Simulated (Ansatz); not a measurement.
**Decaying states in the gap of LiBeF3**

Aim: relax a made-up compound, LiBeF3, and see how good a tunnel barrier it would be. It is built by putting Be for Ba in the BaLiF3 structure of space group Pm-3m, with the volume rescaled by atomic radii. The parent structure comes from the Materials Project.

Method: PBE DFT, plane waves, PAW files, in the first sound run; inputs show where later runs differ, in Ansatz 0.2.0.

The structure was built from a prototype and need not be the compound's stable phase.

## 1. Starting point

Symmetry: Pm-3m, No. 221, cubic system. The conventional cell has a = 3.304 Å, b = 3.304 Å, c = 3.304 Å, α = 90.00°, β = 90.00°, γ = 90.00°. Be has 12 F at 2.34 Å nearest. Li has 6 F at 1.65 Å nearest. Nearest to F lie 2 Li at 1.65 Å. It derives from BaLiF3. Be for Ba in the BaLiF3 structure of space group Pm-3m. Farther neighbours and most contacts between anions are not listed.

## 2. Relaxing the new crystal

The substituted atoms don't fit the parent's cell, so cell and atoms relax together. A small smearing keeps the run stable in case the gap closes on the way.

File input.yaml:

```yaml
crystal:
  lattice:
    - [3.3040844542, 0.0, 0.0]
    - [0.0, 3.3040844542, 0.0]
    - [0.0, 0.0, 3.3040844542]
  atoms:
    - { symbol: Be, position: [0.0, 0.0, 0.0] }
    - { symbol: Li, position: [0.5, 0.5, 0.5] }
    - { symbol: F, position: [0.0, 0.5, 0.5] }
    - { symbol: F, position: [0.5, 0.5, 0.0] }
    - { symbol: F, position: [0.5, 0.0, 0.5] }
kpoints:
  mp_grid: { grid: [6, 6, 6] }
scf:
  occupations: { method: gaussian, width: 0.03 }
hamiltonian:
  xc: pbe
output:
  forces: true
  stress: true
relax:
  f_tol: 0.02
  max_steps: 60
  cell: {}
```

Launch:

```
$ ansatz run input.yaml --threads 2 --pin off --max-ram 4096MiB --backend cpu --events-out ev --progress --plain --runs-dir out
```

Numbers of over 12 decimals in the logs are rounded to 6 here.

What it wrote:

```text
Engine: ansatz 0.2.0, aarch64-unknown-linux-gnu
Pseudopotentials: kind: paw
Pseudopotential: Be, paw, valence charge 2, recommended cutoff 420 eV (normal), Be.paw.azcp
Pseudopotential: Li, paw, valence charge 3, recommended cutoff 420 eV (normal), Li.paw.azcp
Pseudopotential: F, paw, valence charge 7, recommended cutoff 420 eV (normal), F.paw.azcp
Functional definition: PBE
  parameter kappa = 0.804
  parameter beta = 0.066725
  exchange = pbe_x(kappa = kappa, mu = beta*pi^2/3)
  correlation = pbe_c(beta = beta)
Crystal: 5 atoms, lattice volume = 36.071 Å³
Basis set: ecut = 420 eV, 739 PW (Γ), exchange–correlation on 48×48×48 points (8 copies of the dense FFT grid, shifted against one another)
Bands: 18, of which v1, the nominal top of the filled ones, is band 13 counted from 1 (12 counted from 0)
Symmetry: 48 space group operations
Space group: Pm-3m (ITA 221), of the structure as read, at distance tolerance 3.3e-5 Å
k-points: 20 of 216
Non-local potential: Be, projectors of the file, l = 0: 2, l = 1: 2, l = 2: 1
Non-local potential: Li, projectors of the file, l = 0: 3, l = 1: 2, l = 2: 1
Non-local potential: F, projectors of the file, l = 0: 2, l = 1: 2, l = 2: 1
PAW form: soft (Blöchl's): semilocal exchange-correlation on the pseudo side does not see the compensation charge
PAW one-centre angular grid: Be, 110 points (default); XC on 64 Gauss nodes
PAW one-centre angular grid: Li, 110 points (default); XC on 64 Gauss nodes
PAW one-centre angular grid: F, 110 points (default); XC on 64 Gauss nodes
Initial density: superposition of atomic densities (neutral atoms: chi_scale 0, normalization atom), corrected by the library's trained network
Initial wavefunctions: pseudopotential atomic-orbital guess
Functional: x = pbe(κ = 0.804, μ = 0.219515), c = pbe(β = 0.066725)
SCF iter   1: F=—  HF=-2722.364873 eV  |F-HF|=—  |Δ(HF+E_count)|=         —  Δρ=5.71e-3  dr2=5.42e-3  ethr=1.77e-3  ⟨swp⟩=5.8  Hψ=1813  notcnv=0
preconditioner: auto → none  [insulator: Δε(μ)=2.390 eV  Ē_g=16.846 eV  σ=0.030 eV  W_gap=1.00  n_scr=6 (ndim 8)  ℏωp=30.3 eV  f_vac=0.002  D(μ)=0.00/eV (n_scr^D=0)  ε∞_Penn≈4.2]
SCF iter   2: F=—  HF=-2722.362993 eV  |F-HF|=—  |Δ(HF+E_count)|=   1.88e-3  Δρ=2.70e-3  dr2=1.08e-3  ethr=2.08e-5  ⟨swp⟩=2.8  Hψ=812  notcnv=0  defer=20
SCF iter   3: F=—  HF=-2722.362905 eV  |F-HF|=—  |Δ(HF+E_count)|=   8.81e-5  Δρ=7.45e-4  dr2=9.09e-5  ethr=4.17e-6  ⟨swp⟩=2.0  Hψ=666  notcnv=0  defer=20
SCF iter   4: F=—  HF=-2722.363018 eV  |F-HF|=—  |Δ(HF+E_count)|=   1.13e-4  Δρ=1.63e-4  dr2=4.89e-6  ethr=3.50e-7  ⟨swp⟩=2.7  Hψ=646  notcnv=0  defer=20
SCF iter   5: F=—  HF=-2722.363020 eV  |F-HF|=—  |Δ(HF+E_count)|=   2.26e-6  Δρ=2.81e-5  dr2=2.03e-7  ethr=1.88e-8  ⟨swp⟩=2.4  Hψ=586  notcnv=0  defer=20
SCF iter   6: F=-2722.363020 eV  HF=-2722.363020 eV  |F-HF|=2.19e-8  |Δ(HF+E_count)|=   1.45e-8  Δρ=1.03e-5  dr2=2.90e-8  ethr=3.85e-10  ⟨swp⟩=3.5  Hψ=993  notcnv=0
SCF 1 converged in 6 iterations: F = -2722.363020 eV  dr2 = 2.90e-8
  greatest PAW one-centre occupation: 1.001 electrons in one spin orbital (limit 2), on the Li atom at site 1 (counted from 0), in its partial waves of l = 0
relax step   1: F+E_penalty+E_count = -2722.36302034 eV  Δ(F+E_penalty+E_count) = +0.000e0 eV  max|allowed force component| = 1.063e-28 eV/Å  Δτ_max = 0.0000 Å  P = +29.535 GPa  Ω = 36.071 Å³  (6 SCF iters, dr2 threshold 1.00e-7 eV, accepted)
Crystal: 5 atoms, lattice volume = 39.013 Å³
Basis set: ecut = 420 eV, 751 PW (Γ), exchange–correlation on 48×48×48 points (8 copies of the dense FFT grid, shifted against one another)
Initial density: handed on by an earlier stage of this run
Initial wavefunctions: those handed on with the density
iter 1 solved again at ethr=2.01e-4 eV; its pass at ethr=3.10e-3 eV (dr2=5.22e-2 eV) is discarded
SCF iter   1: F=—  HF=-2722.755299 eV  |F-HF|=—  |Δ(HF+E_count)|=         —  Δρ=1.39e-2  dr2=5.18e-2  ethr=2.01e-4  ⟨swp⟩=1.0  Hψ=2126  notcnv=0
preconditioner: auto → none  [insulator: Δε(μ)=1.882 eV  Ē_g=15.988 eV  σ=0.030 eV  W_gap=1.00  n_scr=6 (ndim 8)  ℏωp=29.1 eV  f_vac=0.001  D(μ)=0.00/eV (n_scr^D=0)  ε∞_Penn≈4.3]
SCF iter   2: F=—  HF=-2722.740680 eV  |F-HF|=—  |Δ(HF+E_count)|=   1.46e-2  Δρ=2.98e-3  dr2=3.24e-3  ethr=1.99e-4  ⟨swp⟩=2.6  Hψ=657  notcnv=0
SCF iter   3: F=—  HF=-2722.740001 eV  |F-HF|=—  |Δ(HF+E_count)|=   6.79e-4  Δρ=7.99e-4  dr2=1.61e-4  ethr=1.25e-5  ⟨swp⟩=3.0  Hψ=690  notcnv=0
SCF iter   4: F=—  HF=-2722.740310 eV  |F-HF|=—  |Δ(HF+E_count)|=   3.09e-4  Δρ=1.04e-4  dr2=2.19e-6  ethr=6.19e-7  ⟨swp⟩=3.0  Hψ=685  notcnv=0
iter 5 did not close the SCF: its close was put off for the readings that it lacked (scf_convergence_deferred on its scf_iter line)
SCF iter   5: F=-2722.740312 eV  HF=-2722.740312 eV  |F-HF|=1.38e-8  |Δ(HF+E_count)|=   1.99e-6  Δρ=9.62e-6  dr2=3.01e-8  ethr=8.41e-9  ⟨swp⟩=2.2  Hψ=554  notcnv=0
SCF iter   6: F=-2722.740312 eV  HF=-2722.740312 eV  |F-HF|=1.91e-11  |Δ(HF+E_count)|=  4.27e-11  Δρ=7.71e-7  dr2=1.17e-10  ethr=1.16e-10  ⟨swp⟩=2.0  Hψ=1048  notcnv=0
SCF 2 converged in 6 iterations: F = -2722.740312 eV  dr2 = 1.17e-10
relax step   2: F+E_penalty+E_count = -2722.74031205 eV  Δ(F+E_penalty+E_count) = -3.773e-1 eV  max|allowed force component| = 4.575e-30 eV/Å  Δτ_max = 0.0000 Å  P = +14.073 GPa  Ω = 39.013 Å³  energy of the carried Pulay correction = -1.649e-2 eV  (6 SCF iters, dr2 threshold 5.00e-7 eV, accepted)
Crystal: 5 atoms, lattice volume = 42.137 Å³
Basis set: ecut = 420 eV, 799 PW (Γ), exchange–correlation on 48×48×48 points (8 copies of the dense FFT grid, shifted against one another)
iter 1 solved again at ethr=1.82e-4 eV; its pass at ethr=3.10e-3 eV (dr2=4.74e-2 eV) is discarded
SCF iter   1: F=—  HF=-2722.882941 eV  |F-HF|=—  |Δ(HF+E_count)|=         —  Δρ=1.26e-2  dr2=4.67e-2  ethr=1.82e-4  ⟨swp⟩=1.0  Hψ=2128  notcnv=0
preconditioner: auto → none  [insulator: Δε(μ)=1.611 eV  Ē_g=15.339 eV  σ=0.030 eV  W_gap=1.00  n_scr=6 (ndim 8)  ℏωp=28.0 eV  f_vac=0.001  D(μ)=0.00/eV (n_scr^D=0)  ε∞_Penn≈4.3]
SCF iter   2: F=—  HF=-2722.869999 eV  |F-HF|=—  |Δ(HF+E_count)|=   1.29e-2  Δρ=2.84e-3  dr2=3.19e-3  ethr=1.80e-4  ⟨swp⟩=2.8  Hψ=669  notcnv=0
SCF iter   3: F=—  HF=-2722.869325 eV  |F-HF|=—  |Δ(HF+E_count)|=   6.74e-4  Δρ=7.39e-4  dr2=1.56e-4  ethr=1.23e-5  ⟨swp⟩=3.0  Hψ=692  notcnv=0
SCF iter   4: F=—  HF=-2722.870048 eV  |F-HF|=—  |Δ(HF+E_count)|=   7.23e-4  Δρ=1.06e-4  dr2=2.77e-6  ethr=6.01e-7  ⟨swp⟩=3.0  Hψ=682  notcnv=0
iter 5 did not close the SCF: its close was put off for the readings that it lacked (scf_convergence_deferred on its scf_iter line)
SCF iter   5: F=-2722.870050 eV  HF=-2722.870050 eV  |F-HF|=2.12e-8  |Δ(HF+E_count)|=   2.12e-6  Δρ=1.02e-5  dr2=3.60e-8  ethr=1.06e-8  ⟨swp⟩=3.0  Hψ=685  notcnv=0
SCF iter   6: F=-2722.870050 eV  HF=-2722.870050 eV  |F-HF|=1.63e-10  |Δ(HF+E_count)|=   6.77e-9  Δρ=7.91e-7  dr2=7.75e-11  ethr=1.39e-10  ⟨swp⟩=1.9  Hψ=1118  notcnv=0
SCF 3 converged in 6 iterations: F = -2722.870050 eV  dr2 = 7.75e-11
relax step   3: F+E_penalty+E_count = -2722.87005016 eV  Δ(F+E_penalty+E_count) = -1.297e-1 eV  max|allowed force component| = 1.683e-29 eV/Å  Δτ_max = 0.0000 Å  P = +1.378 GPa  Ω = 42.137 Å³  energy of the carried Pulay correction = -3.265e-2 eV  (6 SCF iters, dr2 threshold 5.00e-7 eV, accepted)
[... from here on, the SCF cycles and remarks between the steps are left out ...]
relax step   4: F+E_penalty+E_count = -2722.86966197 eV  Δ(F+E_penalty+E_count) = +3.882e-4 eV  max|allowed force component| = 4.118e-29 eV/Å  Δτ_max = 0.0000 Å  P = -0.093 GPa  Ω = 42.547 Å³  energy of the carried Pulay correction = -3.467e-2 eV  (6 SCF iters, dr2 threshold 5.00e-7 eV, accepted)
relax step   5: F+E_penalty+E_count = -2722.86979741 eV  Δ(F+E_penalty+E_count) = -1.354e-4 eV  max|allowed force component| = 7.681e-29 eV/Å  Δτ_max = 0.0000 Å  P = -0.000 GPa  Ω = 42.521 Å³  energy of the carried Pulay correction = -3.454e-2 eV  (6 SCF iters, dr2 threshold 2.14e-8 eV, accepted)
relax step   6: F+E_penalty+E_count = -2722.97884847 eV  Δ(F+E_penalty+E_count) = -1.091e-1 eV  max|allowed force component| = 4.039e-29 eV/Å  Δτ_max = 0.0000 Å  P = +4.336 GPa  Ω = 42.521 Å³  stress off target by 4.34e0 GPa  SCF on the basis re-selected at this cell (its energy is not comparable with the rows above)  (7 SCF iters)
relax step   7: F+E_penalty+E_count = -2722.99229397 eV  Δ(F+E_penalty+E_count) = -1.345e-2 eV  max|allowed force component| = 5.496e-29 eV/Å  Δτ_max = 0.0000 Å  P = +1.215 GPa  Ω = 43.771 Å³  energy of the carried Pulay correction = -7.949e-3 eV  (6 SCF iters, dr2 threshold 5.00e-7 eV, accepted)
relax step   8: F+E_penalty+E_count = -2722.99024501 eV  Δ(F+E_penalty+E_count) = +2.049e-3 eV  max|allowed force component| = 6.423e-30 eV/Å  Δτ_max = 0.0000 Å  P = -0.006 GPa  Ω = 44.310 Å³  energy of the carried Pulay correction = -1.201e-2 eV  (6 SCF iters, dr2 threshold 5.00e-7 eV, accepted)
relax step   9: F+E_penalty+E_count = -2723.00353149 eV  Δ(F+E_penalty+E_count) = -1.329e-2 eV  max|allowed force component| = 7.961e-30 eV/Å  Δτ_max = 0.0000 Å  P = +0.181 GPa  Ω = 44.310 Å³  stress off target by 1.81e-1 GPa  SCF on the basis re-selected at this cell (its energy is not comparable with the rows above)  (6 SCF iters)
relax step  10: F+E_penalty+E_count = -2723.00311572 eV  Δ(F+E_penalty+E_count) = +4.158e-4 eV  max|allowed force component| = 1.038e-29 eV/Å  Δτ_max = 0.0000 Å  P = -0.003 GPa  Ω = 44.396 Å³  energy of the carried Pulay correction = -4.633e-4 eV  (6 SCF iters, dr2 threshold 8.20e-8 eV, accepted)
iter 1 solved again at ethr=6.31e-7 eV; its pass at ethr=3.10e-3 eV (dr2=1.64e-4 eV) is discarded
SCF iter   1: F=—  HF=-2723.002523 eV  |F-HF|=—  |Δ(HF+E_count)|=         —  Δρ=7.02e-5  dr2=2.03e-7  ethr=6.31e-7  ⟨swp⟩=2.0  Hψ=2466  notcnv=0
eigensolver tolerance schedule: the retry pair's looser diagonalisation over-reported the residual by 809.08 of it (diagonalisation noise at 0.20 of the residual, at the tolerance the schedule requests for it); recorded, not acted on — ethr = c·dr2/N_el stays at c = 1.0e-1
preconditioner: auto → none  [insulator: Δε(μ)=1.601 eV  Ē_g=15.053 eV  σ=0.030 eV  W_gap=1.00  n_scr=6 (ndim 8)  ℏωp=27.3 eV  f_vac=0.001  D(μ)=0.00/eV (n_scr^D=0)  ε∞_Penn≈4.3]
SCF iter   2: F=—  HF=-2723.003771 eV  |F-HF|=—  |Δ(HF+E_count)|=   1.25e-3  Δρ=3.82e-5  dr2=9.33e-8  ethr=7.79e-10  ⟨swp⟩=2.0  Hψ=620  notcnv=0
SCF iter   3: F=—  HF=-2723.003773 eV  |F-HF|=—  |Δ(HF+E_count)|=   2.30e-6  Δρ=2.16e-5  dr2=1.87e-8  ethr=3.59e-10  ⟨swp⟩=3.0  Hψ=655  notcnv=0
SCF iter   4: F=—  HF=-2723.003774 eV  |F-HF|=—  |Δ(HF+E_count)|=   1.49e-6  Δρ=2.89e-6  dr2=3.75e-10  ethr=7.20e-11  ⟨swp⟩=2.0  Hψ=601  notcnv=0
iter 5 did not close the SCF: its close was put off for the readings that it lacked (scf_convergence_deferred on its scf_iter line)
SCF iter   5: F=-2723.003774 eV  HF=-2723.003774 eV  |F-HF|=1.40e-10  |Δ(HF+E_count)|=   2.65e-8  Δρ=3.89e-7  dr2=3.58e-11  ethr=1.44e-12  ⟨swp⟩=2.0  Hψ=620  notcnv=0
SCF iter   6: F=-2723.003774 eV  HF=-2723.003774 eV  |F-HF|=1.36e-12  |Δ(HF+E_count)|=  1.46e-10  Δρ=9.33e-8  dr2=2.11e-12  ethr=1.00e-12  ⟨swp⟩=2.0  Hψ=1060  notcnv=0
SCF 11 converged in 6 iterations: F = -2723.003774 eV  dr2 = 2.11e-12
relax step  11: F+E_penalty+E_count = -2723.00377441 eV  Δ(F+E_penalty+E_count) = -6.587e-4 eV  max|allowed force component| = 5.098e-30 eV/Å  Δτ_max = 0.0000 Å  P = +0.003 GPa  Ω = 44.396 Å³  stress off target by 3.20e-3 GPa  SCF on the basis re-selected at this cell (its energy is not comparable with the rows above)  (6 SCF iters)
basis re-selected at this cell: Δ(F+E_penalty+E_count) = -6.587e-4 eV, ΔP = +0.006 GPa vs the last step (what re-selecting the basis moved, of the pressure what is left beyond the Pulay correction that the steps carried, after the strain that the cell walked since its last selection, with what the two solves' SCF thresholds leave and, on support functions, any second-order correction that the steps lacked; it is no m [...]
SCF converged after 6 iterations
Free energy (F): -2723.003774 eV
Harris-Foulkes:  -2723.003774 eV  (|F-HF|=1.36e-12)
Internal energy: -2723.003774 eV  (E = F + TS)
E sigma→0 (E₀):  -2723.003774 eV
Fermi energy:    3.237235 eV
--- Per-component energies (eV) ---
  E_band       = -170.290718
  E_kinetic    = 658.336742
  E_local      = -1946.155721  (includes V_loc(G=0)·N_el)
  E_nonlocal   = 190.415224
  E_hartree    = 739.287732
  E_xc         = -268.536520
  E_vxc        = -339.920750  (∫ρ·V_xc dr)
  E_paw        = -681.421157  (= ΣΔE_a)
  E_vpaw       = -211.548007  (= ΣTr[D̂ρ^β])
  E_aug_tail   = 0.006318  (compensation charges beyond the density's cutoff)
  E_ewald      = -1414.936392
  E_smearing   = -0.000000  (= −TS)
  E_closure    = -0.000000  (closes the sum)
  Σ components = -2723.003774   (vs F -2723.003774, Δ=0.00e0)
--- Forces (eV/Å), atoms counted from 1 ---
  atom   1  Be     0.00000000     0.00000000    -0.00000000
  atom   2  Li     0.00000000     0.00000000    -0.00000000
  atom   3  F      0.00000000    -0.00000000     0.00000000
  atom   4  F      0.00000000    -0.00000000     0.00000000
  atom   5  F     -0.00000000     0.00000000    -0.00000000
  max |Σ_I F_I| component: 6.06e-30 eV/Å
--- Stress (GPa, compression-positive) ---
        0.003197      -0.000000       0.000000
       -0.000000       0.003197       0.000000
        0.000000       0.000000       0.003197
  P = ⅓ Tr σ = 0.0032 GPa (0.032 kbar)
--- Relaxed structure (8 steps of the walk, 8 accepted, 3 SCFs on fresh bases) ---
  F+E_penalty+E_count = -2723.00377441 eV   max|allowed force component| = 5.098e-30 eV/Å   (the final SCF, on the basis selected at the relaxed cell)
  cell:  # Å, volume = 44.3958 Å³
    - [3.540902, 0, 0]
    - [0, 3.540902, 0]
    - [0, 0, 3.540902]
  atoms:
    - { symbol: Be, position: [0, 0, 0] }
    - { symbol: Li, position: [0.5, 0.5, 0.5] }
    - { symbol: F, position: [0, 0.5, 0.5] }
    - { symbol: F, position: [0.5, 0.5, 0] }
    - { symbol: F, position: [0.5, 0, 0.5] }
```

Wall time 6 s (2 threads of Arm Neoverse V2, shared host); peak memory 0.29 GiB; 10 s of CPU time.

Step by step:

| step | energy less that of the first step (eV) | largest force component (eV/Å) | pressure (GPa) | volume (Å³) |
| --- | --- | --- | --- | --- |
| 1 | 0.0000 | 0.0000 | 29.53 | 36.07 |
| 2 | -0.3773 | 0.0000 | 14.07 | 39.01 |
| 3 | -0.5070 | 0.0000 | 1.38 | 42.14 |
| 4 | -0.5066 | 0.0000 | -0.09 | 42.55 |
| 5 | -0.5068 | 0.0000 | 0.00 | 42.52 |
| 6* | -0.6158 | 0.0000 | 4.34 | 42.52 |
| 7 | -0.6293 | 0.0000 | 1.22 | 43.77 |
| 8 | -0.6272 | 0.0000 | -0.01 | 44.31 |
| 9* | -0.6405 | 0.0000 | 0.18 | 44.31 |
| 10 | -0.6401 | 0.0000 | 0.00 | 44.40 |
| 11* | -0.6408 | 0.0000 | 0.00 | 44.40 |

Relaxation steps marked * repeat the geometry before them on a plane-wave basis chosen anew for their cell, so energy and pressure can jump there.

The run keeps the 48 symmetry operations that it works with, so distortions that break them were not tested.

| conventional cell, symmetrised | before | after | change |
| --- | --- | --- | --- |
| a (Å) | 3.304 | 3.541 | +7.2 % |
| b (Å) | 3.304 | 3.541 | +7.2 % |
| c (Å) | 3.304 | 3.541 | +7.2 % |
| volume (Å³/atom) | 7.21 | 8.88 | +23.1 % |

Final coordinates:

```cif
data_structure
_symmetry_space_group_name_H-M 'P 1'
_symmetry_Int_Tables_number 1
_cell_length_a 3.5409
_cell_length_b 3.5409
_cell_length_c 3.5409
_cell_angle_alpha 90.000
_cell_angle_beta 90.000
_cell_angle_gamma 90.000
_cell_volume 44.40
loop_
_atom_site_label
_atom_site_type_symbol
_atom_site_fract_x
_atom_site_fract_y
_atom_site_fract_z
_atom_site_occupancy
Be1 Be 0.00000 0.00000 0.00000 1
Li2 Li 0.50000 0.50000 0.50000 1
F3 F 0.00000 0.50000 0.50000 1
F4 F 0.50000 0.50000 0.00000 1
F5 F 0.50000 0.00000 0.50000 1
```

Numbers from this step:

```
free energy  : -2723.0038 eV
Fermi energy : 3.237 eV
pressure     : 0.003197 GPa
```

The largest force component on a free atom ends at 5.1e-30 eV/Å.

(Part 1 of 3 ends here.)

[Logs are printed without paths, hosts, clocks, repeated set-up lines and the standing remarks that a program may print on its own settings, such as how far it seeks lower states.]

[Hosts, paths, dates, database ids (printed as entryN), source tags and the programs' standing remarks are cut or masked in the printed files.]
